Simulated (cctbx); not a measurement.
# Which space group?

Cell: a = 7.8380 Å, b = 7.8690 Å, c = 8.0470 Å, α = 108.55°, β = 108.86°, γ = 109.86°. Expected content of the cell: Co3 V4 Ca1 S12.

The data are simulated with cctbx, not measured: Mo Kα, λ = 0.71073 Å, to d = 0.75 Å, 50 % of the full sphere, strongest reflection 20000 counts, noise from counting, a 2 % proportional error and a noise floor of 8 counts (s.d.); no absorption.

A first pass over the reflections prints:

```text
1932 reflections to d = 0.750 A
centring   violations  <I/sigma> of those
    A        656 of   950     10.8
    B        639 of   945     10.7
    C        661 of   977     10.6
    I        655 of   960     10.9
    R        915 of  1280     13.5
    F        978 of  1436     10.7
Laue class    unique    Rint  (classes that these axes allow; Friedel mates merged)
P -1             1442   0.019
space group    extra absences  I>4sigma  <I/sigma>
P 1                     0          0         -  acentric
P -1                    0          0         -  centric
Wilson B = 0.12 A^2   <|E^2-1|> = 1.182 (0.968 centric, 0.736 acentric)   E^2>4: 7.4 %
shell (A)         n   <I/sigma>
 6.68 - 1.50    182     19.0
 1.50 - 1.19    185     17.9
 1.19 - 1.04    187     16.1
 1.04 - 0.94    174     14.3
 0.94 - 0.88    173     14.6
 0.88 - 0.83    169     12.1
 0.83 - 0.78    188     13.5
 0.78 - 0.75    184     13.2
```

**Question.** What are the lattice type, the Laue class and the likely space group?

Every centring test has many violations, so the lattice is primitive.

Only P -1 fits these axes (Rint 0.019); a search for a hidden higher lattice was not made.

2 settings pass the absence test. No glide or screw absences show, which leaves P 1 and P -1.

⟨|E²−1|⟩ = 1.182 is above even the centric ideal, a mark of pseudo-translation (a class of systematically weak reflections). The Wilson B of 0.12 Å² means U ≈ 0.0015 Å².

The true group is P-1 (no. 2), Laue class -1, centrosymmetric. The tables only narrow the choice to the tied entries; cell content, site symmetry and trial solutions must settle it.

The model was made for the exercise: a known structure type with other elements put in, its volume estimated, not relaxed; displacement parameters are assumed.

[Logs are printed without paths, hosts, clocks, repeated set-up lines and the standing remarks that a program may print on its own settings, such as how far it seeks lower states.]
